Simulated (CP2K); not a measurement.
Trifluoroacetonitrile has these distinct C atoms: C2 (bonded to C and N) and C3 (bonded to C and 3 F).

```xyz
6

N     2.1948    0.0051    0.0365
C     1.0337    0.0408   -0.0132
C    -0.4511    0.0063   -0.0126
F    -0.8966   -1.0232   -0.7717
F    -0.8975   -0.1952    1.2507
F    -0.9833    1.1662   -0.4897
```

Their partial C K spectra (CP2K XAS_TDP, all-electron GAPW, PBEh(45%), aug-cc-pVDZ, TDA, GW2X-corrected core level, no relativity) are given in random order, each times the number of alike atoms.

Gaussian full width 0.5 eV, oscillator strength per eV, alike atoms added, rows of zeros left out:

```tsv
E (eV)	curve 1	curve 2
288.25	0.001	0.000
288.50	0.023	0.000
288.75	0.124	0.000
289.00	0.168	0.000
289.25	0.058	0.000
289.50	0.005	0.000
292.25	0.001	0.000
292.50	0.007	0.000
292.75	0.009	0.000
293.00	0.003	0.000
294.25	0.002	0.000
294.50	0.011	0.000
294.75	0.029	0.000
295.00	0.031	0.000
295.25	0.014	0.000
295.50	0.007	0.000
295.75	0.002	0.000
296.00	0.001	0.000
296.25	0.002	0.008
296.50	0.008	0.079
296.75	0.029	0.189
297.00	0.033	0.115
297.25	0.010	0.018
297.50	0.001	0.001
297.75	0.001	0.000
298.00	0.002	0.000
298.25	0.004	0.008
298.50	0.003	0.064
298.75	0.002	0.133
299.00	0.005	0.070
299.25	0.004	0.009
299.50	0.003	0.000
299.75	0.007	0.000
300.00	0.015	0.001
300.25	0.020	0.005
300.50	0.027	0.010
300.75	0.016	0.009
301.00	0.003	0.048
301.25	0.001	0.175
301.50	0.000	0.185
301.75	0.001	0.057
302.00	0.002	0.009
302.25	0.006	0.010
302.50	0.006	0.007
302.75	0.001	0.002
```

Q: Which curve belongs to which atom?

Curve 1: C2 (bonded to C and N), leading line at 288.92 eV (f = 0.047 an atom), ionisation energy 295.52 eV, term value 6.60 eV. Curve 2: C3 (bonded to C and 3 F), leading line at 296.78 eV (f = 0.051 an atom), ionisation energy 302.20 eV, term value 5.42 eV. The leading line of an atom is its first one with 35 % of the strongest within 2.5 eV of its lowest line over the strength cut. A line lies at the core ionisation energy, which rises as an atom loses charge to its neighbours or to a π system, less the term value, which is large for a low π* or σ* orbital with weight on that atom.

[Banner, clock and machine lines of the logs are left out without a mark of their own.]

[Logs are printed without paths, hosts, clocks, repeated set-up lines and the standing remarks that a program may print on its own settings, such as how far it seeks lower states.]

[Hosts, paths, dates, database ids (printed as entryN), source tags and the programs' standing remarks are cut or masked in the printed files.]
